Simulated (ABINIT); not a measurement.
## P (Cmce): G0W0 with ABINIT, start to end

How does a plane-wave GW calculation on P (Cmce) run from the first input to the gap?

Main program and level: ABINIT 10.8.3; PBE and many-body steps on it, plane waves.

**The experiments to reproduce.**

- Gap 0.28 eV: direct optical gap from FTIR; FTIR spectroscopy; 12 K; bulk crystal (commercial bulk crystal, freshly cleaved) (“Anomalous non-equilibrium response in black phosphorus to sub-gap mid-infrared excitation”, 2022, pmc:9106664).

- Gap 0.3 eV: optical absorption edge from IR extinction, direct gap at Z; polarisation-resolved infrared extinction spectroscopy; film (exfoliated flake about 30 nm thick on SiO2/Si) (“Rediscovering Black Phosphorus: A Unique Anisotropic 2D Material for Optoelectronics and Electronics”, 2014, arxiv:1402.0270).

- Gap 0.33 eV: direct optical gap from FTIR; FTIR spectroscopy; 300 K; bulk crystal (commercial bulk crystal, freshly cleaved) (“Anomalous non-equilibrium response in black phosphorus to sub-gap mid-infrared excitation”, 2022, pmc:9106664).

## Step 1: Starting point

It takes space group Cmce (No. 64, orthorhombic). Conventional cell: a = 3.316 Å, b = 10.484 Å, c = 4.379 Å, α = 90.00°, β = 90.00°, γ = 90.00°. Nearest to P lie 3 P at 2.22 to 2.24 Å.

The cell and positions come from the Crystallography Open Database and are kept as given unless a step says otherwise.

## Step 2: Ground state

This step: ABINIT 10.8.3; DFT, PBE, plane waves, norm-conserving pseudopotentials.

The ground-state density comes first.

Input file run.abi:

```
acell 3*1.0 Angstrom
rprim 
  1.658200000000 -5.242000000000 0.000000000000
  1.658200000000 5.242000000000 0.000000000000
  0.000000000000 0.000000000000 4.379300000000
ntypat 1
znucl 15
natom 4
typat 1 1 1 1
xred 
  0.898380000000 0.101620000000 0.080680000000
  0.601620000000 0.398380000000 0.580680000000
  0.101620000000 0.898380000000 0.919320000000
  0.398380000000 0.601620000000 0.419320000000
pp_dirpath "pseudos"
pseudos "P.upf"
ecut 18
ngkpt 6 6 6
nshiftk 1
shiftk 0 0 0
kptopt 1
chksymbreak 0
nband 16
occopt 1
tolvrs 1e-10
nstep 60
prtwf 0
optforces 0
optstress 0
indata_prefix "in"
outdata_prefix "out"
tmpdata_prefix "tmp"
```

Launch:

```
$ OMP_NUM_THREADS=1 mpirun -n 8 abinit run.abi > log
```

Numbers of over 12 decimals in the logs are rounded to 6 here.

The program printed:

```text
.Version 10.8.3 of ABINIT. v10.8.2 released Aug 2026.

 Symmetries : space group Cm c a (# 64); Bravais oC (1-face-center ortho.)
================================================================================
 Values of the parameters that define the memory need of the present run
     intxc =       0    ionmov =       0      iscf =       7    lmnmax =       6
     lnmax =       6     mgfft =      40  mpssoang =       3    mqgrid =    3001
     natom =       4  nloc_mem =       1    nspden =       1   nspinor =       1
    nsppol =       1      nsym =       8    n1xccc =    2501    ntypat =       1
    occopt =       1   xclevel =       2
-    mband =          16        mffmem =           1         mkmem =           7
       mpw =        1890          nfft =       51200          nkpt =          52
================================================================================
  Rough estimation (10% accuracy) of disk space for files :
================================================================================

--------------------------------------------------------------------------------
------------- Echo of variables that govern the present computation ------------
--------------------------------------------------------------------------------
 -outvars: echo values of preprocessed input variables --------
            acell      1.8897261259E+00  1.8897261259E+00  1.8897261259E+00 Bohr

      chksymbreak           0
             ecut      1.80000000E+01 Hartree
-          fftalg         312

              ixc     -101130
              kpt      0.00000000E+00  0.00000000E+00  0.00000000E+00
                       1.66666667E-01  0.00000000E+00  0.00000000E+00
                       3.33333333E-01  0.00000000E+00  0.00000000E+00
                       5.00000000E-01  0.00000000E+00  0.00000000E+00
                       1.66666667E-01  1.66666667E-01  0.00000000E+00
                       3.33333333E-01  1.66666667E-01  0.00000000E+00
                       5.00000000E-01  1.66666667E-01  0.00000000E+00
                      -3.33333333E-01  1.66666667E-01  0.00000000E+00
                      -1.66666667E-01  1.66666667E-01  0.00000000E+00
   [... 39 further rows ...]
                       3.33333333E-01  3.33333333E-01  5.00000000E-01
                       5.00000000E-01  3.33333333E-01  5.00000000E-01
                       outvar_i_n : Printing only first  50 k-points.
         kptrlatt        6    0    0      0    6    0      0    0    6
          kptrlen      3.76025263E+01
P           mkmem           7
            natom           4
            nband          16
            ngfft          40      40      32
             nkpt          52
            nstep          60
             nsym           8
           ntypat           1
              occ      2.000000  2.000000  2.000000  2.000000  2.000000  2.000000
                       2.000000  2.000000  2.000000  2.000000  0.000000  0.000000
                       0.000000  0.000000  0.000000  0.000000
        optforces           0
        optstress           0
            prtwf           0
            rprim      1.6582000000E+00 -5.2420000000E+00  0.0000000000E+00
[...]
spgroup          64

           tolvrs      1.00000000E-10

             xred      8.9838000000E-01  1.0162000000E-01  8.0680000000E-02
[...]
znucl       15.00000

================================================================================

 chkinp: Checking input parameters for consistency.

================================================================================
== DATASET  1 ==================================================================
-   mpi_nproc: 8, omp_nthreads: 1 (-1 if OMP is not activated)

--- !DatasetInfo
iteration_state: {dtset: 1, }
dimensions: {natom: 4, nkpt: 52, mband: 16, nsppol: 1, nspinor: 1, nspden: 1, mpw: 1890, }
cutoff_energies: {ecut:  18.0, pawecutdg:  -1.0, }
electrons: {nelect:   2.00000000E+01, charge:   0.00000000E+00, occopt:   1.00000000E+00, tsmear:   1.00000000E-02, }

 Real(R)+Recip(G) space primitive vectors, cartesian coordinates (Bohr,Bohr^-1):
 R(1)=  3.1335439 -9.9059444  0.0000000  G(1)=  0.1595637 -0.0504747  0.0000000
 R(2)=  3.1335439  9.9059444  0.0000000  G(2)=  0.1595637  0.0504747  0.0000000
 R(3)=  0.0000000  0.0000000  8.2756776  G(3)=  0.0000000  0.0000000  0.1208360
 Unit cell volume ucvol=  5.1376584E+02 bohr^3
 Angles (23,13,12)=  9.00000000E+01  9.00000000E+01  1.44892586E+02 degrees

 getcut: wavevector=  0.0000  0.0000  0.0000  ngfft=  40  40  32
         ecut(hartree)=     18.000   => boxcut(ratio)=   2.01682

--- Pseudopotential description ------------------------------------------------
- P Generated using ONCVPSP code by D. R. Hamann
- 15.00000   5.00000  171031                  znucl, zion, pspdat
12 -101130 2 -1 1298                          pspcod,pspxc,lmax,lloc,mmax
     nproj     2     2     2
  pspatm : epsatm=    8.05910421
         --- l  ekb(1:nproj) -->
[...]
pspatm: atomic psp has been read  and splines computed

   6.44728337E+02                                ecore*ucvol(ha*bohr**3)
--------------------------------------------------------------------------------

_setup2: Arith. and geom. avg. npw (full set) are    1874.505    1874.475

================================================================================

--- !BeginCycle
iteration_state: {dtset: 1, }
solver: {iscf: 7, nstep: 60, nline: 4, wfoptalg: 0, }
tolerances: {tolvrs: 1.00E-10, }

     iter   Etot(hartree)      deltaE(h)  residm     vres2
 ETOT  1  -27.683035171953    -2.768E+01 3.944E-02 5.720E+00
 ETOT  2  -27.696729001065    -1.369E-02 8.630E-03 7.915E-02
 ETOT  3  -27.696743999557    -1.500E-05 9.341E-04 2.681E-03
 ETOT  4  -27.696744350624    -3.511E-07 3.813E-04 3.343E-04
 ETOT  5  -27.696744386434    -3.581E-08 1.450E-04 6.645E-06
 ETOT  6  -27.696744387183    -7.495E-10 8.070E-05 1.008E-06
 ETOT  7  -27.696744387289    -1.056E-10 1.074E-04 1.656E-08
 ETOT  8  -27.696744387291    -1.982E-12 6.823E-05 7.894E-10
 ETOT  9  -27.696744387291    -1.634E-13 8.274E-05 9.992E-12

 At SCF step    9       vres2   =  9.99E-12 < tolvrs=  1.00E-10 =>converged.

--- !ResultsGS
iteration_state: {dtset: 1, }
comment   : Summary of ground state results
lattice_vectors:
- [  3.1335439,  -9.9059444,   0.0000000, ]
- [  3.1335439,   9.9059444,   0.0000000, ]
- [  0.0000000,   0.0000000,   8.2756776, ]
lattice_lengths: [  10.38975,   10.38975,    8.27568, ]
lattice_angles: [ 90.000,  90.000, 144.893, ] # degrees, (23, 13, 12)
lattice_volume:   5.1376584E+02
convergence: {deltae: -1.634E-13, res2:  9.992E-12, residm:  8.274E-05, diffor:  0.000E+00, }
etotal    :  -2.76967444E+01
entropy   :   0.00000000E+00
fermie    :   2.16661983E-01
cartesian_stress_tensor: null
pressure_GPa: null
xred      :
- [  8.9838E-01,   1.0162E-01,   8.0680E-02,  P]
- [  6.0162E-01,   3.9838E-01,   5.8068E-01,  P]
- [  1.0162E-01,   8.9838E-01,   9.1932E-01,  P]
- [  3.9838E-01,   6.0162E-01,   4.1932E-01,  P]
cartesian_forces: null
force_length_stats: {min: null, max: null, mean: null, }

 Integrated electronic density in atomic spheres:
 ------------------------------------------------
 Atom  Sphere_radius  Integrated_density
[...]
4        2.00000          2.76041935
================================================================================

 ----iterations are completed or convergence reached----

 Mean square residual over all n,k,spin=   21.973E-08; max=  82.740E-06
 reduced coordinates (array xred) for    4 atoms
       0.898380000000      0.101620000000      0.080680000000
       0.601620000000      0.398380000000      0.580680000000
       0.101620000000      0.898380000000      0.919320000000
       0.398380000000      0.601620000000      0.419320000000
 rms dE/dt=  0.0000E+00; max dE/dt=  0.0000E+00; dE/dt below (all hartree)
    1       0.000000000000      0.000000000000      0.000000000000
    2       0.000000000000      0.000000000000      0.000000000000
    3       0.000000000000      0.000000000000      0.000000000000
    4       0.000000000000      0.000000000000      0.000000000000

 cartesian coordinates (angstrom) at end:
    1      1.658200    -4.176616     0.353322
    2      1.658200    -1.065384     2.542972
    3      1.658200     4.176616     4.025978
    4      1.658200     1.065384     1.836328
 length scales=  1.889726125908  1.889726125908  1.889726125908 bohr
              =  1.000000000000  1.000000000000  1.000000000000 angstroms
 prteigrs : about to open file out_EIG
 Fermi (or HOMO) energy (hartree) =   0.21666   Average Vxc (hartree)=  -0.35969
 Eigenvalues (hartree) for nkpt=  52  k points:
 kpt#   1, nband= 16, wtk=  0.00463, kpt=  0.0000  0.0000  0.0000 (reduced coord)
  -0.36486   -0.25314   -0.13391   -0.03833    0.03647    0.04639    0.06905    0.11344
   0.12358    0.16778    0.24529    0.25848    0.28657    0.32803    0.41274    0.44640
 prteigrs : prtvol=0 or 1, do not print more k-points.

--- !EnergyTerms
iteration_state     : {dtset: 1, }
comment             : Components of total free energy in Hartree
kinetic             :  1.00623875190144E+01
hartree             :  2.77178070670624E+00
xc                  : -8.20077937674282E+00
Ewald energy        : -2.62574959444294E+01
psp_core            :  1.25490698414484E+00
local_psp           : -1.13948506558564E+01
non_local_psp       :  4.06730637987227E+00
total_energy        : -2.76967443872908E+01
total_energy_eV     : -7.53666809278778E+02
band_energy         : -6.34362246981686E-01

== END DATASET(S) ==============================================================
================================================================================

 -outvars: echo values of variables after computation  --------
           etotal     -2.7696744387E+01
            nband          16
             nkpt          52
          spgroup          64
 [... the other variables as echoed above ...]

 Calculation completed.
```

It took 7.2 s on 8 MPI ranks of Arm Neoverse V2, shared host; peak memory 0.53 GiB; 57 s of CPU time.

This step gave:

- total energy: -753.6668 eV
- gap: 0.1263 eV
- k of the valence top: 0.5, 0.5, 0
- k of the conduction bottom: 0.5, 0.1667, 0
- least direct gap: 0.3108 eV

The gap is indirect, with the least direct gap 0.18 eV higher.

## Step 3: Empty states on the mesh, 4×4×4 mesh, 165 bands

The sums over transitions need many empty states on a uniform mesh; this step solves for them.

Changes to run.abi since step 2:

```diff
@@ -17,3 +17,3 @@
 ecut 18
-ngkpt 6 6 6
+ngkpt 4 4 4
 nshiftk 1
@@ -22,9 +22,10 @@
 chksymbreak 0
-nband 16
+irdden 1
+istwfk *1
+nband 165
+prtvol 0
+optdriver 6
+gwr_task "HDIAGO"
+paral_kgb 0
 occopt 1
-tolvrs 1e-10
-nstep 60
-prtwf 0
-optforces 0
-optstress 0
 indata_prefix "in"
```

The program printed:

```text
[banner, memory and clock lines left out]
.Version 10.8.3 of ABINIT. v10.8.2 released Aug 2026.

 Symmetries : space group Cm c a (# 64); Bravais oC (1-face-center ortho.)
[... echo of the input left out ...]
== DATASET  1 ==================================================================
-   mpi_nproc: 8, omp_nthreads: 1 (-1 if OMP is not activated)

--- !DatasetInfo
iteration_state: {dtset: 1, }
dimensions: {natom: 4, nkpt: 21, mband: 165, nsppol: 1, nspinor: 1, nspden: 1, mpw: 1890, }
cutoff_energies: {ecut:  18.0, pawecutdg:  -1.0, }
electrons: {nelect:   2.00000000E+01, charge:   0.00000000E+00, occopt:   1.00000000E+00, tsmear:   1.00000000E-02, }

.Using double precision arithmetic; gwpc =  8

- Reading GS density from: in_DEN

--- Pseudopotential description ------------------------------------------------
- P Generated using ONCVPSP code by D. R. Hamann
- 15.00000   5.00000  171031                  znucl, zion, pspdat
12 -101130 2 -1 1298                          pspcod,pspxc,lmax,lloc,mmax
     nproj     2     2     2
  pspatm : epsatm=    8.05910421
         --- l  ekb(1:nproj) -->
             0    6.598722    1.052341
             1    3.369366    0.884600
             2   -3.154982   -0.827415
 pspatm: atomic psp has been read  and splines computed

   6.44728337E+02                                ecore*ucvol(ha*bohr**3)

 Total charge density [el/Bohr^3]
)     Maximum=    1.2408E-01  at reduced coord.    0.9250    0.7250    0.8125
)     Minimum=    2.0335E-03  at reduced coord.    0.9000    0.1000    0.0938
   Integrated=    2.0000E+01

 === KS gaps after direct diagonalization ===
 Direct band gap semiconductor
 Fundamental gap:     0.311 (eV)
   VBM:     5.896 (eV) at k: [ 5.0000E-01,  5.0000E-01,  0.0000E+00]
   CBM:     6.206 (eV) at k: [ 5.0000E-01,  5.0000E-01,  0.0000E+00]
 Direct gap:         0.311 (eV) at k: [ 5.0000E-01,  5.0000E-01,  0.0000E+00]

== END DATASET(S) ==============================================================

 -outvars: echo values of variables after computation  --------
           etotal      0.0000000000E+00
            nband         165
             nkpt          21
          spgroup          64
 [... the other variables as echoed above ...]

 Calculation completed.
```

Elapsed: 18 s, on 8 MPI ranks; peak memory 2 GiB; 2.4 min of CPU time.

This step gave:

```yaml
gap: 0.3106 eV
k_of_the_valence_top: 0.5, 0.5, 0
k_of_the_conduction_bottom: 0.5, 0.5, 0
least_direct_gap: 0.3106 eV
k_points_computed: 21
lowest_point_of_the_top_converged_band_above_the_valence_top: 76.7478 eV
```

On this mesh the gap is 0.311 eV. The earlier step found 0.126 eV, so this mesh misses an edge.

## Step 4: Screening, 4×4×4 mesh, 157 bands, screening to 149.7 eV

The RPA dielectric matrix is built and inverted for each q.

This step: RPA screening on PBE, plane waves, norm-conserving pseudopotentials.

Changes to run.abi since step 3:

```diff
@@ -22,10 +22,11 @@
 chksymbreak 0
-irdden 1
 istwfk *1
-nband 165
-prtvol 0
-optdriver 6
-gwr_task "HDIAGO"
-paral_kgb 0
 occopt 1
+irdwfk 1
+optdriver 3
+nband 157
+ecuteps 5.5
+inclvkb 2
+awtr 1
+symchi 1
 indata_prefix "in"
```

The program printed:

```text
.Version 10.8.3 of ABINIT. v10.8.2 released Aug 2026.

 Symmetries : space group Cm c a (# 64); Bravais oC (1-face-center ortho.)
[... echo of the input left out ...]
== DATASET  1 ==================================================================
-   mpi_nproc: 8, omp_nthreads: 1 (-1 if OMP is not activated)

--- !DatasetInfo
iteration_state: {dtset: 1, }
dimensions: {natom: 4, nkpt: 21, mband: 157, nsppol: 1, nspinor: 1, nspden: 1, mpw: 1890, }
cutoff_energies: {ecut:  18.0, pawecutdg:  -1.0, }
electrons: {nelect:   2.00000000E+01, charge:   0.00000000E+00, occopt:   1.00000000E+00, tsmear:   1.00000000E-02, }

 SCREENING: Calculation of the susceptibility and dielectric matrices

 Based on a program developped by R.W. Godby, V. Olevano, G. Onida, and L. Reining.
 Incorporated in ABINIT by V. Olevano, G.-M. Rignanese, and M. Torrent.
.Using double precision arithmetic ; gwpc =  8

[... cell and pseudopotentials left out ...]
--------------------------------------------------------------------------------

 ==== K-mesh for the wavefunctions ====
 Number of points in the irreducible wedge :    21
[... list of points left out ...]
 Together with  8 symmetry operations and time-reversal symmetry
 yields    64 points in the full Brillouin Zone.

 ==== Q-mesh for the screening function ====
 Number of points in the irreducible wedge :    21
[... list of points left out ...]
 Together with  8 symmetry operations and time-reversal symmetry
 yields    64 points in the full Brillouin Zone.

 setmesh: FFT mesh size selected  =    24x   24x   30
          total number of points  =        17280

 vcoul_init : cutoff-mode = AUXILIARY_FUNCTION
 q-points for optical limit:   1
     1)      0.000010    0.000020    0.000030

- screening: taking advantage of time-reversal symmetry
- Maximum band index for partially occupied states nbvw = 10
- Remaining bands to be divided among processors   nbcw = 147
- Number of bands treated by each node ~18

 Number of electrons calculated from density =   20.0000; Expected =   20.0000
 average of density, n =  0.038928
 r_s =    1.8304
 omega_plasma =   19.0322 [eV]

 calculating chi0 at frequencies [eV] :
  1    0.000000E+00    0.000000E+00
  2    0.000000E+00    1.903216E+01

--------------------------------------------------------------------------------
  q-point number  1        q = ( 0.000000, 0.000000, 0.000000) [r.l.u.]
--------------------------------------------------------------------------------
[... chi0 elements left out ...]
 For q-point:  0.000010 0.000020 0.000030
  dielectric constant =  27.8514
  dielectric constant without local fields =  29.8533

  Average fulfillment of the sum rule on Im[epsilon] for q-point    1 :     84.24  [%]
[... wings left out ...]
  q-point number  2        q = ( 0.250000, 0.000000, 0.000000) [r.l.u.]
--------------------------------------------------------------------------------
[... chi0 elements left out ...]
  Average fulfillment of the sum rule on Im[epsilon] for q-point    2 :     87.38  [%]

 [... 19 further q-points ...]
```

Run time: 73 s. Hardware: 8 MPI ranks; peak memory 2 GiB.

This step gave:

* ε∞ with local fields, on this mesh, along the program's q direction: 27.85
* the same without local fields: 29.85
* plasma frequency: 19.03 eV
* plane waves in the screening matrix: 317

Local fields lower ε∞ by 7 %.

(Continued in part 2 of 2.)

[Paths, hosts, dates, memory and timing lines, banners, echoed tables and standing remarks are left out of the program output.]

[Logs are printed without paths, hosts, clocks, repeated set-up lines and the standing remarks that a program may print on its own settings, such as how far it seeks lower states.]

[Runs of the session that timed out or met a known fault of the program may be left out.]

[Hosts, paths, dates, database ids (printed as entryN), source tags and the programs' standing remarks are cut or masked in the printed files.]

[G0W0 gaps are taken among the corrected bands and points alone; a level outside them can change the order at an edge.]

[Where Ansatz stands beside ABINIT at settings called matched, ABINIT's density can come from a denser mesh and the files from another edition; pairs whose starting gaps differed by over 0.03 eV were left out, so agreement reads better than it is.]
